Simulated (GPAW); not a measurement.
# Dielectric function and optical constants of Mg

Aim: the dielectric function of Mg, and the optical constants that follow from it.

Main program and level: GPAW 26.7.0; DFT, PBE, plane-wave PAW (GPAW data sets), scalar-relativistic, RPA, optical limit.

This is a report of a sequence of runs, with most program output left out.

**1. Starting point**

It takes space group P6_3/mmc (No. 194, hexagonal). The conventional cell has a = 3.209 Å, b = 3.209 Å, c = 5.210 Å, α = 90.00°, β = 90.00°, γ = 120.00°. Mg has 12 Mg at 3.20 to 3.21 Å nearest.

**2. Ground state**

First the ground state: is it a metal or has it a gap?

This step: DFT, PBE, plane-wave PAW (GPAW data sets), scalar-relativistic, ground state (GPAW 26.7.0).

Contents of gs.py:

```python
from ase import Atoms
from ase.dft.bandgap import bandgap
from gpaw import GPAW, PW, FermiDirac

atoms = Atoms(['Mg', 'Mg'],
              cell=[[3.209300000000, 0.000000000000, 0.000000000000],
                    [-1.604650000000, 2.779335328400, 0.000000000000],
                    [0.000000000000, 0.000000000000, 5.210300000000]],
              scaled_positions=[[0.666666666700, 0.333333333300, 0.750000000000],
                                [0.333333333300, 0.666666666700, 0.250000000000]],
              pbc=[True, True, True])
atoms.calc = GPAW(mode=PW(500), xc='PBE', kpts={'size': (9, 9, 5), 'gamma': True},
                  occupations=FermiDirac(0.05), maxiter=150, txt='gs.txt')
print('energy (eV)', atoms.get_potential_energy())
print('Fermi level (eV)', atoms.calc.get_fermi_level())
print('valence electrons', atoms.calc.get_number_of_electrons())
print('gap (eV)', bandgap(atoms.calc, output=None)[0])
print('direct gap (eV)', bandgap(atoms.calc, direct=True, output=None)[0])
atoms.calc.write('gs.gpw')
```

Run with:

```bash
$ OMP_NUM_THREADS=1 python gs.py
```

Run time: 16 s. Hardware: 1 thread of Arm Neoverse V1, shared host; peak memory 0.15 GiB.

Numbers from this step:

| Property | Result |
| --- | --- |
| energy | -3.222 eV |
| Fermi energy | 3.440 eV |
| electrons | 20 |

There are states at the Fermi level within the smearing, so the occupations stay smeared and the carriers get a Drude term.

**3. Bands for the response**

The response needs many more empty bands than the density does.

This step: DFT, PBE, plane-wave PAW (GPAW data sets), scalar-relativistic, bands at fixed density (GPAW 26.7.0).

Contents of nscf.py:

```python
from ase.dft.bandgap import bandgap
from gpaw import GPAW, FermiDirac

calc = GPAW('gs.gpw').fixed_density(kpts={'size': (18, 18, 9), 'gamma': True}, nbands=52, convergence={'bands': 46},
                                    occupations=FermiDirac(0.05), txt='nscf.txt')
print('gap (eV)', bandgap(calc, output=None)[0])
print('direct gap (eV)', bandgap(calc, direct=True, output=None)[0])
print('top band over the Fermi level (eV)', min(calc.get_eigenvalues(kpt=k)[45] for k in range(len(calc.get_ibz_k_points()))) - calc.get_fermi_level())
calc.write('full.gpw', mode='all')
```

Run with:

```bash
$ OMP_NUM_THREADS=1 python nscf.py
```

Wall time 7.6 min (1 thread); peak memory 0.48 GiB.

**4. Dielectric function, RPA**

Local fields let the induced charge screen the field inside the cell, which as a rule lowers ε, most along directions where the density is uneven.

This step: DFT, PBE, plane-wave PAW (GPAW data sets), scalar-relativistic, RPA, optical limit (GPAW 26.7.0).

Contents of df.py:

```python
from gpaw.response.df import DielectricFunction

df = DielectricFunction('full.gpw', frequencies={'type': 'nonlinear', 'domega0': 0.03, 'omega2': 8},
                        ecut=50,
                        eta=0.15,
                        nbands=46,
                        rate=0.05,
                        txt='df.txt')
for direction in ['x', 'z']:
    df.get_dielectric_function(xc='RPA', direction=direction, filename=f'df_{direction}.csv')
```

Run with:

```bash
$ OMP_NUM_THREADS=1 python df.py
```

Elapsed: 74 s, on 1 thread; peak memory 0.22 GiB.

Numbers from this step:

- centre of weight of the strongest loss peak in the window: 10.39 eV

Some rows of df_x.csv (energy; Re and Im without local fields; Re and Im with them):

```text
0.000000, 19468.105912, -0.000000, 19466.214393, -0.000000
0.460735, -144.943482, 101.215786, -147.119028, 99.784946
0.943989, -90.355811, 76.592185, -88.973252, 76.136379
1.451455, -48.160131, 20.224483, -47.756101, 20.287565
1.984998, -26.702217, 7.379458, -26.561715, 7.469429
2.546682, -16.013356, 3.386168, -15.938297, 3.437548
3.138794, -10.251904, 1.736544, -10.217250, 1.771056
3.763875, -6.794258, 0.965199, -6.771821, 0.985091
4.424758, -4.616939, 0.564918, -4.603814, 0.576463
5.124608, -3.196349, 0.352863, -3.190093, 0.364006
5.866977, -2.162456, 0.275341, -2.151065, 0.281868
6.655862, -1.454606, 0.172827, -1.448461, 0.177369
7.495775, -0.930025, 0.131742, -0.924294, 0.135631
8.391833, -0.541228, 0.088637, -0.538081, 0.092681
9.349861, -0.236806, 0.067728, -0.234280, 0.071616
10.376517, -0.003135, 0.051394, -0.001284, 0.055679
11.479449, 0.191216, 0.037869, 0.192801, 0.040062
12.667487, 0.340274, 0.033044, 0.342623, 0.035407
13.950874, 0.459319, 0.024075, 0.460435, 0.026709
```

The Im ε has structure finer than the step of the table below, so its rows give means over 0.5 eV, whole bins alone (the curve runs from 0.305 to 14.0 eV). Peaks (eV: height): E ∥ x 0.72: 143.

Sum at mesh points, not converged in k. The Im ε by photon energy; means over each step:

```
photon energy (eV)   E ∥ x   E ∥ z
               1.0    72.7    56.0
               1.5    19.6    14.5
               2.0    7.67    6.19
               2.5    3.73    3.90
               3.0    2.08    1.90
               3.5    1.28    1.06
               4.0   0.838   0.681
               4.5   0.556   0.557
               5.0   0.418   0.422
               5.5   0.302   0.284
               6.0   0.260   0.212
               6.5   0.190   0.162
               7.0   0.161   0.146
               7.5   0.136   0.129
               8.0   0.120  0.0935
               8.5  0.0909  0.0750
               9.0  0.0875  0.0637
               9.5  0.0699  0.0722
              10.0  0.0683  0.0631
              10.5  0.0537  0.0449
              11.0  0.0512  0.0442
              11.5  0.0416  0.0430
              12.0  0.0401  0.0403
              12.5  0.0348  0.0349
              13.0  0.0334  0.0284
              13.5  0.0290  0.0270
```

Values under 1 per cm are given as 1; sum at mesh points, not converged in k. Table of absorption coefficient by photon energy:

```
photon energy (eV)  E ∥ x (1/cm)  E ∥ z (1/cm)
               0.5         5.7e5         8.0e5
               1.0         9.9e5         1.0e6
               1.5         1.0e6         1.1e6
               2.0         1.0e6         1.0e6
               2.5         1.0e6         1.1e6
               3.0         1.0e6         1.1e6
               3.5         1.0e6         1.0e6
               4.0         9.9e5         1.0e6
               4.5         9.6e5         9.8e5
               5.0         9.4e5         9.7e5
               5.5         9.0e5         9.4e5
               6.0         8.7e5         9.0e5
               6.5         8.3e5         8.6e5
               7.0         7.8e5         8.2e5
               7.5         7.3e5         7.8e5
               8.0         6.8e5         7.2e5
               8.5         6.1e5         6.6e5
               9.0         5.3e5         5.7e5
               9.5         4.3e5         4.8e5
              10.0         3.0e5         3.9e5
              10.5         1.3e5         2.1e5
              11.0         85008         89296
              11.5         52780         62214
              12.0         48550         50623
              12.5         38871         41570
              13.0         35846         31047
              13.5         29772         28890
```

The loss function −Im 1/ε at q → 0 has structure finer than the step of the table below, so its rows give means over 0.5 eV, whole bins alone (the curve runs from 0.305 to 14.0 eV). Peaks (eV: height): E ∥ x 10.38: 18.0; E ∥ z 10.59: 23.3.

Sum at mesh points, not converged in k. Table of loss function −Im 1/ε at q → 0 by energy loss; means over each step:

```
energy loss (eV)    E ∥ x    E ∥ z
             1.0  0.00578  0.00393
             1.5  0.00779  0.00560
             2.0  0.00999  0.00836
             2.5   0.0127   0.0120
             3.0   0.0157   0.0125
             3.5   0.0192   0.0141
             4.0   0.0233   0.0177
             4.5   0.0281   0.0256
             5.0   0.0354   0.0309
             5.5   0.0444   0.0353
             6.0   0.0623   0.0433
             6.5   0.0756   0.0546
             7.0    0.108   0.0824
             7.5    0.159    0.118
             8.0    0.241    0.147
             8.5    0.371    0.225
             9.0    0.764    0.424
             9.5     1.86     1.19
            10.0     7.35     3.03
            10.5     13.2     15.3
            11.0     3.54     6.99
            11.5     1.09     1.72
            12.0    0.593    0.821
            12.5    0.332    0.435
            13.0    0.239    0.245
            13.5    0.162    0.173
```

Sum at mesh points, not converged in k. Table of reflectivity at normal incidence by photon energy; read off at these points:

```
photon energy (eV)  E ∥ x (%)  E ∥ z (%)
              0.50       89.0       90.7
              1.00       88.2       91.9
              1.50       89.7       92.5
              2.00       90.4       92.1
              2.50       90.6       90.8
              3.00       90.6       92.3
              3.50       90.5       92.9
              4.00       90.3       92.6
              4.24       91.2       92.2
              4.50       90.8       91.6
              5.00       90.3       91.1
              5.50       90.2       91.5
              6.00       88.5       91.6
              6.50       89.1       91.6
              7.00       87.6       89.6
              7.50       86.4       88.3
              8.00       84.4       89.3
              8.50       84.7       88.2
              9.00       79.4       86.7
              9.50       77.3       79.0
             10.00       65.0       75.3
             10.50       44.3       64.4
             11.00       24.0       31.2
             11.50       14.8       18.4
             12.00       10.6       13.0
             12.50       7.54       9.31
             13.00       5.83       6.90
             13.50       4.49       5.20
```

The Im ε, E ∥ x has structure finer than the step of the table below, so its rows give means over 0.25 eV, whole bins alone (the curve runs from 0.305 to 14.0 eV). Peaks (eV: height): without local fields 0.716: 146; with local fields 0.716: 143.

Sum at mesh points, not converged in k. Im ε, E ∥ x against photon energy; means over each step:

```
photon energy (eV)  without local fields  with local fields
              0.50                   111                109
              0.75                   130                128
              1.00                  67.3               67.0
              1.25                  33.3               33.4
              1.50                  18.8               18.8
              1.75                  11.6               11.7
              2.00                  7.31               7.40
              2.25                  5.07               5.14
              2.50                  3.62               3.67
              2.75                  2.66               2.71
              3.00                  2.03               2.07
              3.25                  1.55               1.58
              3.50                  1.26               1.28
              3.75                 0.986               1.01
              4.00                 0.831              0.854
              4.25                 0.635              0.650
              4.50                 0.543              0.554
              4.75                 0.484              0.495
              5.00                 0.405              0.419
              5.25                 0.326              0.333
              5.50                 0.295              0.300
              5.75                 0.278              0.283
              6.00                 0.256              0.265
              6.25                 0.212              0.219
              6.50                 0.183              0.188
              6.75                 0.171              0.175
              7.00                 0.157              0.162
              7.25                 0.141              0.145
              7.50                 0.132              0.135
              7.75                 0.128              0.132
              8.00                 0.115              0.121
              8.25                0.0965              0.101
              8.50                0.0855             0.0888
              8.75                0.0875             0.0906
              9.00                0.0843             0.0890
              9.25                0.0721             0.0766
              9.50                0.0654             0.0685
              9.75                0.0670             0.0700
             10.00                0.0651             0.0692
             10.25                0.0568             0.0614
             10.50                0.0487             0.0520
             10.75                0.0504             0.0532
             11.00                0.0480             0.0521
             11.25                0.0405             0.0440
             11.50                0.0384             0.0407
             11.75                0.0408             0.0434
             12.00                0.0369             0.0405
             12.25                0.0321             0.0348
             12.50                0.0326             0.0348
             12.75                0.0329             0.0357
             13.00                0.0303             0.0334
             13.25                0.0274             0.0303
             13.50                0.0262             0.0286
             13.75                0.0261             0.0288
```

Optical constants at common wavelengths, from n + ik = √ε:

```
wavelength (nm)   n x     k x  R (%) x   1/α x   n z     k z  R (%) z    1/α z
           1550  5.58  11.009     86.4   11 nm  3.97  12.345     91.0  10.0 nm
            450  0.36   3.694     90.7  9.7 nm  0.34   3.811     91.7   9.4 nm
            405  0.29   3.298     90.7  9.8 nm  0.25   3.403     92.5   9.5 nm
            365  0.24   2.930     90.6  9.9 nm  0.20   3.032     92.4   9.6 nm
            308  0.17   2.421     90.3   10 nm  0.14   2.469     92.6   9.9 nm
            248  0.11   1.850     90.3   11 nm  0.11   1.917     91.1    10 nm
            193  0.07   1.282     89.3   12 nm  0.06   1.338     91.6    11 nm
```

A polished face would reflect 91 % of daylight and look near white (CIE x = 0.313, y = 0.328 under D65).

**5. Results**

| Quantity | Value |
| --- | --- |
| centre of weight of the strongest loss peak in the window, first axis | 10.4 eV |

At this level (PBE, RPA) Mg is a metal. The mesh is too coarse to trust the carriers' weight, the reflectivity or the colour to better than tens of per cent. A polished face would reflect 91 % of daylight and look near white (CIE x = 0.313, y = 0.328 under D65). The carriers' damping of 0.05 eV is typed, not computed; it shapes the response at the lowest energies. GPAW's carrier term has the form −ωp²/(ω + i·rate)², which damps like twice the rate and fails at low energy, so the curves leave the lowest energies out. The sum runs over mesh points 0.13 Å⁻¹ apart with no interpolation, so peaks are partly noise of the mesh, and the Drude plasma energy, a sum over the Fermi surface, isn't converged.

[Machine, clock and banner lines and Python warnings are left out of the logs.]

[Logs are printed without paths, hosts, clocks, repeated set-up lines and the standing remarks that a program may print on its own settings, such as how far it seeks lower states.]

[Hosts, paths, dates, database ids (printed as entryN), source tags and the programs' standing remarks are cut or masked in the printed files.]
